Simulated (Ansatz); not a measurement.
# Work function of Fe(111): what the settings cost and change, part 2 of 2

How far do functional and pseudopotentials move the work function of Fe(111), and at what cost?

Ansatz 0.2.0; plane-wave DFT, PBE, Ansatz PAW (the session's first sound run).

So far, work function, upper face (eV): step 2 (slab, setting PBE, Ansatz PAW (420 eV)) 3.87; step 3 (LDA) 4.22.

## Step 4: Run

This step: plane-wave DFT, PBEsol, Ansatz PAW (Ansatz 0.2.0).

input.yaml

```yaml
crystal:
  lattice:
    - [4.058792924, 0.0, 0.0]
    - [2.029396462, 3.5150177809, 0.0]
    - [0.0, 0.0, 26.2849763629]
  atoms:
    - { symbol: Fe, position: [0.6666666667, 0.6666666667, 0.3424009166], spin: 2.5 }
    - { symbol: Fe, position: [0.0, 0.0, 0.3739207333], spin: 2.5 }
    - { symbol: Fe, position: [0.3333333333, 0.3333333333, 0.40544055], spin: 2.5 }
    - { symbol: Fe, position: [0.6666666667, 0.6666666667, 0.4369603666], spin: 2.5 }
    - { symbol: Fe, position: [0.0, 0.0, 0.4684801833], spin: 2.5 }
    - { symbol: Fe, position: [0.3333333333, 0.3333333333, 0.5], spin: 2.5 }
    - { symbol: Fe, position: [0.6666666667, 0.6666666667, 0.5315198167], spin: 2.5 }
    - { symbol: Fe, position: [0.0, 0.0, 0.5630396334], spin: 2.5 }
    - { symbol: Fe, position: [0.3333333333, 0.3333333333, 0.59455945], spin: 2.5 }
    - { symbol: Fe, position: [0.6666666667, 0.6666666667, 0.6260792667], spin: 2.5 }
    - { symbol: Fe, position: [0.0, 0.0, 0.6575990834], spin: 2.5 }
magnetization:
  spin_polarized: true
kpoints:
  mp_grid: { grid: [12, 12, 1] }
hamiltonian:
  xc: pbesol
scf:
  occupations: { method: fermi_dirac, width: 0.1 }
  convergence: { dr2_threshold: 1.0e-09 }
efield:
  axis: 3
  dipole_correction: true
  ramp_position: 0.97
  ramp_width: 0.06
output:
  write_potential: true
  write_density: true
  volumetric_format: npy
```

Launch:

```console
> ansatz run input.yaml --threads 4 --pin off --max-ram 6144MiB --backend cpu --events-out ev --progress --plain --runs-dir out
```

The program printed:

```text
[...]
Crystal: 11 atoms, lattice volume = 375.001 Å³
Basis set: ecut = 420 eV, 7335 PW (Γ)
Bands: 123, of which v1, the nominal top of the filled ones, is band 88 counted from 1 (87 counted from 0)
Symmetry: 6 space group operations
k-points: 19 of 144 (time reversal used)
[...]
k-point 1 ↑: bands = [... 84 lower, 2.3935, 2.4444, 2.4741, 2.5438, 2.5734, 2.6457, 2.6605, 2.7025, ... 31 higher]
  k-point 2 ↑: bands = [... 84 lower, 2.3675, 2.3718, 2.4769, 2.5393, 2.5555, 2.6033, 2.6395, 2.6429, ... 31 higher]
  k-point 18 ↓: bands = [... 84 lower, 4.7859, 4.7895, 4.7895, 4.8790, 4.8790, 5.0355, 5.0998, 5.0998, ... 31 higher]
[key lines of the parts left out:]
SCF converged after 17 iterations
Magnetization: 28.0256 μB (102.0128 up, 73.9872 down)
Free energy (F): -48931.140787 eV
Fermi energy:    3.583450 eV
Dipole field:    D = 0.000000 V/Å  (p = 0.000001 e·Å, saw-weighted, corrected)
Work function:   Φ+ = 3.9581 eV   Φ− = 3.9581 eV
```

Wall time 4.8 min (4 threads of Arm Neoverse N1, shared host); peak memory 2.3 GiB; 16 min of CPU time.

The work function is 3.958 eV, +0.087 eV from the run “PBE, Ansatz PAW (420 eV)”, at 0.94 times its CPU time.

## Step 5: Run

This step: plane-wave DFT, RPBE, Ansatz PAW (Ansatz 0.2.0).

Edit input.yaml of step 4 so:

```diff
@@ -22,3 +22,3 @@
 hamiltonian:
-  xc: pbesol
+  xc: rpbe
 scf:
```

The program printed:

```text
[...]
Crystal: 11 atoms, lattice volume = 375.001 Å³
Basis set: ecut = 420 eV, 7335 PW (Γ)
Bands: 123, of which v1, the nominal top of the filled ones, is band 88 counted from 1 (87 counted from 0)
Symmetry: 6 space group operations
k-points: 19 of 144 (time reversal used)
[...]
k-point 1 ↑: bands = [... 84 lower, 2.5919, 2.6387, 2.6682, 2.7431, 2.7725, 2.8419, 2.8567, 2.8992, ... 31 higher]
  k-point 2 ↑: bands = [... 84 lower, 2.5691, 2.5712, 2.6736, 2.7374, 2.7776, 2.8125, 2.8412, 2.8421, ... 31 higher]
  k-point 18 ↓: bands = [... 84 lower, 5.1500, 5.1500, 5.1641, 5.2332, 5.2332, 5.4221, 5.4347, 5.4347, ... 31 higher]
[key lines of the parts left out:]
SCF converged after 19 iterations
Magnetization: 28.4019 μB (102.2009 up, 73.7991 down)
Free energy (F): -49333.751648 eV
Fermi energy:    3.851510 eV
Dipole field:    D = 0.000002 V/Å  (p = 0.000005 e·Å, saw-weighted, corrected)
Work function:   Φ+ = 3.7059 eV   Φ− = 3.7060 eV
```

The job ended after 5.1 min (4 threads; peak memory 2.3 GiB; 17 min of CPU time).

The work function is 3.706 eV, -0.165 eV from the run “PBE, Ansatz PAW (420 eV)”, at 0.99 times its CPU time.

## Step 6: Run

This step: plane-wave DFT, r2SCAN, Ansatz PAW (Ansatz 0.2.0).

Edit input.yaml of step 5 so:

```diff
@@ -22,3 +22,3 @@
 hamiltonian:
-  xc: rpbe
+  xc: r2scan
 scf:
```

The program printed:

```text
[...]
Crystal: 11 atoms, lattice volume = 375.001 Å³
Basis set: ecut = 500 eV, 9605 PW (Γ), exchange–correlation on 120×120×768 points (64 copies of the dense FFT grid, shifted against one another)
Bands: 123, of which v1, the nominal top of the filled ones, is band 88 counted from 1 (87 counted from 0)
[...]
k-point 1 ↑: bands = [... 84 lower, 1.7935, 1.8308, 1.8597, 1.9401, 1.9705, 2.0311, 2.0441, 2.0678, ... 31 higher]
  k-point 2 ↑: bands = [... 84 lower, 1.7614, 1.7994, 1.8640, 1.9323, 2.0033, 2.0130, 2.0353, 2.0392, ... 31 higher]
  k-point 18 ↓: bands = [... 84 lower, 5.6619, 5.6619, 5.7101, 5.7432, 5.7432, 5.8963, 5.8963, 6.0074, ... 31 higher]
[key lines of the parts left out:]
SCF converged after 26 iterations
Magnetization: 30.7718 μB (103.3859 up, 72.6141 down)
Free energy (F): -49339.803146 eV
Fermi energy:    3.850987 eV
Dipole field:    D = -0.000003 V/Å  (p = -0.000006 e·Å, saw-weighted, corrected)
Work function:   Φ+ = 3.6674 eV   Φ− = 3.6673 eV
```

Wall time 14 min (4 threads); peak memory 3.4 GiB.

The work function is 3.667 eV, -0.204 eV from the run “PBE, Ansatz PAW (420 eV)”, at 2.8 times its CPU time.

## Step 7: Run

This step: plane-wave DFT, PBE, JTH PAW (Ansatz 0.2.0).

Edit input.yaml of step 6 so:

```diff
@@ -22,3 +22,4 @@
 hamiltonian:
-  xc: r2scan
+  xc: pbe
+  pseudopotentials: { kind: paw, source: jth }
 scf:
```

The program printed:

```text
[...]
k-point 1 ↑: bands = [... 84 lower, 3.0300, 3.0795, 3.1090, 3.1790, 3.2083, 3.2810, 3.2963, 3.3380, ... 31 higher]
  k-point 2 ↑: bands = [... 84 lower, 3.0078, 3.0105, 3.1151, 3.1751, 3.2136, 3.2504, 3.2781, 3.2784, ... 31 higher]
  k-point 18 ↓: bands = [... 84 lower, 5.4905, 5.4905, 5.5024, 5.5746, 5.5746, 5.7545, 5.7830, 5.7830, ... 31 higher]
[key lines of the parts left out:]
SCF converged after 17 iterations
Magnetization: 28.0637 μB (102.0319 up, 73.9681 down)
Free energy (F): -49275.484308 eV
Fermi energy:    4.246046 eV
Dipole field:    D = 0.000001 V/Å  (p = 0.000003 e·Å, saw-weighted, corrected)
Work function:   Φ+ = 3.8737 eV   Φ− = 3.8737 eV
```

It took 22 min on 4 threads; peak memory 5.1 GiB.

The work function is 3.874 eV, +0.003 eV from the run “PBE, Ansatz PAW (420 eV)”, at 4.7 times its CPU time.

## Step 8: Run

This step: plane-wave DFT, PBE, norm-conserving (Ansatz 0.2.0).

Edit input.yaml of step 7 so:

```diff
@@ -23,3 +23,3 @@
   xc: pbe
-  pseudopotentials: { kind: paw, source: jth }
+  pseudopotentials: { kind: nc }
 scf:
```

The program printed:

```text
[...]
Crystal: 11 atoms, lattice volume = 375.001 Å³
Basis set: ecut = 1224.512381 eV, 36599 PW (Γ)
Bands: 123, of which v1, the nominal top of the filled ones, is band 88 counted from 1 (87 counted from 0)
Symmetry: 6 space group operations
k-points: 19 of 144 (time reversal used)
[...]
k-point 1 ↑: bands = [... 84 lower, 2.4775, 2.5268, 2.5567, 2.6274, 2.6571, 2.7304, 2.7457, 2.7871, ... 31 higher]
  k-point 2 ↑: bands = [... 84 lower, 2.4569, 2.4575, 2.5633, 2.6233, 2.6633, 2.6989, 2.7282, 2.7289, ... 31 higher]
  k-point 18 ↓: bands = [... 84 lower, 4.9379, 4.9379, 4.9411, 5.0185, 5.0185, 5.1914, 5.2305, 5.2305, ... 31 higher]
[key lines of the parts left out:]
SCF converged after 21 iterations
Magnetization: 28.0551 μB (102.0276 up, 73.9724 down)
Free energy (F): -38922.045062 eV
Fermi energy:    3.707409 eV
Dipole field:    D = 0.000002 V/Å  (p = 0.000005 e·Å, saw-weighted, corrected)
Work function:   Φ+ = 3.8685 eV   Φ− = 3.8685 eV
```

Wall time 16 min (4 threads); peak memory 5.3 GiB.

The work function is 3.868 eV, -0.003 eV from the run “PBE, Ansatz PAW (420 eV)”, at 3.8 times its CPU time.

## Step 9: Run

This step: plane-wave DFT, LDA, norm-conserving (Ansatz 0.2.0).

Edit input.yaml of step 8 so:

```diff
@@ -22,3 +22,3 @@
 hamiltonian:
-  xc: pbe
+  xc: lda
   pseudopotentials: { kind: nc }
```

The program printed:

```text
[...]
Crystal: 11 atoms, lattice volume = 375.001 Å³
Basis set: ecut = 1224.512381 eV, 36599 PW (Γ)
Bands: 123, of which v1, the nominal top of the filled ones, is band 88 counted from 1 (87 counted from 0)
Symmetry: 6 space group operations
k-points: 19 of 144 (time reversal used)
[...]
k-point 1 ↑: bands = [... 84 lower, 2.1880, 2.2406, 2.2701, 2.3380, 2.3677, 2.4380, 2.4519, 2.4885, ... 31 higher]
  k-point 2 ↑: bands = [... 84 lower, 2.1593, 2.1655, 2.2702, 2.3210, 2.3334, 2.3769, 2.4303, 2.4358, ... 31 higher]
  k-point 18 ↓: bands = [... 84 lower, 4.4844, 4.5082, 4.5082, 4.5744, 4.5744, 4.7231, 4.8243, 4.8243, ... 31 higher]
[key lines of the parts left out:]
SCF converged after 20 iterations
Magnetization: 28.0841 μB (102.0421 up, 73.9579 down)
Free energy (F): -37481.484840 eV
Fermi energy:    3.358263 eV
Dipole field:    D = 0.000002 V/Å  (p = 0.000005 e·Å, saw-weighted, corrected)
Work function:   Φ+ = 4.2010 eV   Φ− = 4.2011 eV
```

It took 16 min on 4 threads; peak memory 5.2 GiB.

The work function is 4.201 eV, +0.330 eV from the run “PBE, Ansatz PAW (420 eV)”, at 3.8 times its CPU time.

## Step 10: Run, setting PBE, all layers relaxed

This step: plane-wave DFT, PBE, Ansatz PAW (Ansatz 0.2.0).

Edit input.yaml of step 9 so:

```diff
@@ -22,4 +22,3 @@
 hamiltonian:
-  xc: lda
-  pseudopotentials: { kind: nc }
+  xc: pbe
 scf:
@@ -32,2 +31,5 @@
   ramp_width: 0.06
+relax:
+  f_tol: 0.01
+  max_steps: 40
 output:
```

The program printed:

```text
[...]
Crystal: 11 atoms, lattice volume = 375.001 Å³
Basis set: ecut = 420 eV, 7335 PW (Γ), exchange–correlation on 60×60×360 points (8 copies of the dense FFT grid, shifted against one another)
Bands: 123, of which v1, the nominal top of the filled ones, is band 88 counted from 1 (87 counted from 0)
[...]
- { symbol: Fe, position: [0.333333, 0.333333, 0.500000] }
    - { symbol: Fe, position: [0.666667, 0.666667, 0.530905] }
    - { symbol: Fe, position: [-9.066592e-19, 0, 0.561779] }
    - { symbol: Fe, position: [0.333333, 0.333333, 0.595906] }
    - { symbol: Fe, position: [0.666667, 0.666667, 0.621418] }
    - { symbol: Fe, position: [-5.455898e-18, 0, 0.650011] }
[key lines of the parts left out:]
SCF converged after 10 iterations
Magnetization: 26.9134 μB (101.4567 up, 74.5433 down)
Free energy (F): -49280.651933 eV
Fermi energy:    3.631010 eV
Dipole field:    D = 0.000000 V/Å  (p = 0.000000 e·Å, saw-weighted, corrected)
Work function:   Φ+ = 3.9582 eV   Φ− = 3.9582 eV
```

Wall time 13 min (4 threads); peak memory 1.9 GiB.

The relaxation took 5 steps and lowered the energy by 0.25 eV; the largest force on the free atoms ends at 0.0020 eV/Å.

The work function is 3.958 eV, +0.087 eV from the run “PBE, Ansatz PAW (420 eV)”, at 3.1 times its CPU time.

## Step 11: Comparing the runs

Times are for 4 threads of Arm Neoverse N1, shared host. The series side by side:

| no. | setting | work function, upper face (eV) | time | memory (GiB) |
| --- | --- | --- | --- | --- |
| 1 | PBE, Ansatz PAW (420 eV) | 3.871 | 5 min | 2.3 |
| 2 | LDA, Ansatz PAW (420 eV) | 4.222 | 6 min | 2.3 |
| 3 | PBEsol, Ansatz PAW (420 eV) | 3.958 | 4.8 min | 2.3 |
| 4 | RPBE, Ansatz PAW (420 eV) | 3.706 | 5.1 min | 2.3 |
| 5 | r2SCAN, Ansatz PAW (500 eV) | 3.667 | 14 min | 3.4 |
| 6 | PBE, JTH PAW (1320 eV) | 3.874 | 22 min | 5.1 |
| 7 | PBE, norm-conserving (1225 eV) | 3.868 | 16 min | 5.3 |
| 8 | LDA, norm-conserving (1225 eV) | 4.201 | 16 min | 5.2 |
| 9 | PBE, all layers relaxed | 3.958 | 13 min | 1.9 |

## Step 12: A changed input

An input spoilt on purpose, to show how the run answers: it repeats the earlier run “PBE, Ansatz PAW (420 eV)” with efield.ramp_width from 0.06 to 0.9, and scf.max_iter set to 60; its output block differs too.

Edit input.yaml of step 10 so:

```diff
@@ -26,2 +26,3 @@
   convergence: { dr2_threshold: 1.0e-09 }
+  max_iter: 60
 efield:
@@ -30,6 +31,3 @@
   ramp_position: 0.97
-  ramp_width: 0.06
-relax:
-  f_tol: 0.01
-  max_steps: 40
+  ramp_width: 0.9
 output:
```

The program printed:

```text
Engine: ansatz 0.2.0, aarch64-unknown-linux-gnu
Pseudopotentials: kind: paw
Pseudopotential: Fe, paw, valence charge 16, recommended cutoff 420 eV (normal), Fe.paw.azcp
Functional definition: PBE
  parameter kappa = 0.804
  parameter beta = 0.066725
  exchange = pbe_x(kappa = kappa, mu = beta*pi^2/3)
  correlation = pbe_c(beta = beta)
Crystal: 11 atoms, lattice volume = 375.001 Å³
Basis set: ecut = 420 eV, 7335 PW (Γ)
Bands: 123, of which v1, the nominal top of the filled ones, is band 88 counted from 1 (87 counted from 0)
Symmetry: 6 space group operations
k-points: 19 of 144 (time reversal used)
Non-local potential: Fe, projectors of the file, l = 0: 3, l = 1: 2, l = 2: 3, l = 3: 1
PAW form: soft (Blöchl's): semilocal exchange-correlation on the pseudo side does not see the compensation charge
PAW one-centre angular grid: Fe, 590 points (default); XC on 64 Gauss nodes
Initial density: superposition of atomic densities (neutral atoms: chi_scale 0, normalization atom)
Starting moments: Σ|m| = 27.5 μB on 11 of 11 sites
Initial wavefunctions: pseudopotential atomic-orbital guess
Functional: x = pbe(κ = 0.804, μ = 0.219515), c = pbe(β = 0.066725)
Error: efield: ion 0 (Fe) at fractional coordinate 0.3424 along the field axis lies inside the sawtooth ramp with 2 of the planes that the density is read on at each end, [0.9589, 0.8811] — the ramp must sit in vacuum (an ion there feels the fictitious reversed slope); set or move the ramp (efield.ramp_position / ramp_width) or move the geometry
```

Run time: 0.47 s. Hardware: 4 threads; peak memory 0.89 GiB; 1.2 s of CPU time.

The program refused the input before any cycle.

The program's message: “Error: efield: ion 0 (Fe) at fractional coordinate 0.3424 along the field axis lies inside the sawtooth ramp with 2 of the planes that the density is read on at each end, [0.9589, 0.8811] — the ramp m …”

The fault put into the input: a ramp so wide that it reaches the atoms.

## Step 13: Outcome

```
work function, PBE, Ansatz PAW (420 eV)    : 3.871 eV
work function, LDA, Ansatz PAW (420 eV)    : 4.222 eV
work function, r2SCAN, Ansatz PAW (500 eV) : 3.667 eV
work function, PBE, all layers relaxed     : 3.958 eV
```

In words: PBE on the default files gives 3.87 eV, and the settings tried spread the value from 3.67 to 4.22 eV. At one geometry LDA lies 0.35 eV above PBE. The choice of pseudopotentials moves the PBE value by 0.005 eV. Relaxing the layers changes it by +0.087 eV. The ladder's slabs use the tabulated experimental lattice constant (two decimals; a low-temperature value for the alkali metals). The magnetic order is the one reached from the typed start; other orders were not compared.

Computed beside measured:

| quantity | measured | PBE, Ansatz PAW (420 eV) | LDA, Ansatz PAW (420 eV) | PBEsol, Ansatz PAW (420 eV) | RPBE, Ansatz PAW (420 eV) | r2SCAN, Ansatz PAW (500 eV) | LDA, norm-conserving (1225 eV) | PBE, all layers relaxed |
| --- | --- | --- | --- | --- | --- | --- | --- | --- |
| work function (clean (111) face, a compiled value) (eV) | 4.81 | 3.87 (-0.94 eV) | 4.22 (-0.59 eV) | 3.96 (-0.85 eV) | 3.71 (-1.10 eV) | 3.67 (-1.14 eV) | 4.20 (-0.61 eV) | 3.96 (-0.85 eV) |

Measured values from arxiv:1902.07811 (2019).

Verdict: For the work function, of the levels listed nearest comes LDA, Ansatz PAW (420 eV) (-0.59 eV, a clear miss) and farthest r2SCAN, Ansatz PAW (500 eV) (-1.14 eV, a clear miss).

[Long decimals in the printed logs are rounded to 6 places.]

[Logs are printed without paths, hosts, clocks, repeated set-up lines and the standing remarks that a program may print on its own settings, such as how far it seeks lower states.]

[Hosts, paths, dates, database ids (printed as entryN), source tags and the programs' standing remarks are cut or masked in the printed files.]

[Maps of the electrostatic potential energy from Ansatz leave out the sawtooth potential of an applied field or a dipole correction, so their vacuum need not be flat; planar profiles and work functions include it.]
